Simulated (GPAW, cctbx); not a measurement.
# By hand: from a DFT structure factor to an extinction distance in FeB2PbC2

FeB2PbC2, P-6m2 (no. 187), a = 2.8755 Å, b = 2.8755 Å, c = 9.1935 Å, α = 90.00°, β = 90.00°, γ = 120.00°.

| atom | mult. | x | y | z |
| --- | --- | --- | --- | --- |
| Pb1 | 1 | 2/3 | 1/3 | 1/2 |
| Fe1 | 1 | 0 | 0 | 0 |
| C1 | 2 | 0 | 0 | 0.2154 |
| B1 | 2 | 2/3 | 1/3 | 0.2047 |

The start was made by putting kin elements into a known structure type; the compound need not exist, or be stable, in this form.

A DFT run (GPAW, PBE, 550 eV, 9×9×3 k-points (along the axes of the calculation cell), Fermi–Dirac width 0.1 eV, spin-polarised) gives the static X-ray structure factor of 001 as 50.032 e for the conventional cell; superposed free atoms give 50.190 e. **Problem.** Find the Fourier component V of the crystal potential and the two-beam extinction distance at 120 kV in both cases.

## Step 1: Geometry

The cell volume is Ω = 65.83 Å³ and d(001) = 9.1935 Å, so g = 1/d = 0.1088 Å⁻¹.

## Step 2: The nuclei

Electrons feel nuclei as well as electrons, so the nuclear charges are summed with the same phases.

Phase sums Σ exp(2πi h·x), turned so that the total is real and positive: Pb +1.000, Fe -1.000, C -0.432, B -0.561. Then F_Z = 82 × (+1.000) + 26 × (-1.000) + 6 × (-0.432) + 5 × (-0.561) = 50.60 e. The electron term has the same sign for this reflection.

## Step 3: Mott–Bethe

Poisson's equation, term by term, gives V = (e/4πε₀)(F_Z − F)/(πΩg²), with e/4πε₀ = 14.3996 V Å.

The prefactor is 14.3996 × 9.1935²/(π × 65.83) = 5.88466 V per electron. Free atoms: (50.60 − 50.190) × 5.88466 = 2.436 V. Crystal: (50.60 − 50.032) × 5.88466 = 3.366 V. F changes by -0.31 % and V by +38.2 %: the same 0.16 e is measured against F_Z − F = 0.4 e in place of F = 50.2 e.

## Step 4: Extinction distance

In the two-beam case ξ = 1/(λU) with U = 2γm₀eV/h², that is ξ = 150.41 V Å²/(γλV).

At 120 kV, λ = 0.03349 Å and γ = 1.2348. Free atoms: ξ = 1493 Å. Crystal: ξ = 1080 Å. The thickness fringes go as sin²(πt/ξ), so the two patterns slip by a quarter of a period when t|1/ξ₁ − 1/ξ₀| = 1/4, at t ≈ 98 nm. Thermal motion, absorption and many-beam coupling, left out here, change a real pattern.

## Step 5: Answer

V(001) is 3.37 V against 2.44 V, and ξ is 1080 against 1493 Å. Limits: static atoms, two beams; a ferromagnetic start is the only order tried, and the real ground state may be antiferromagnetic or insulating.
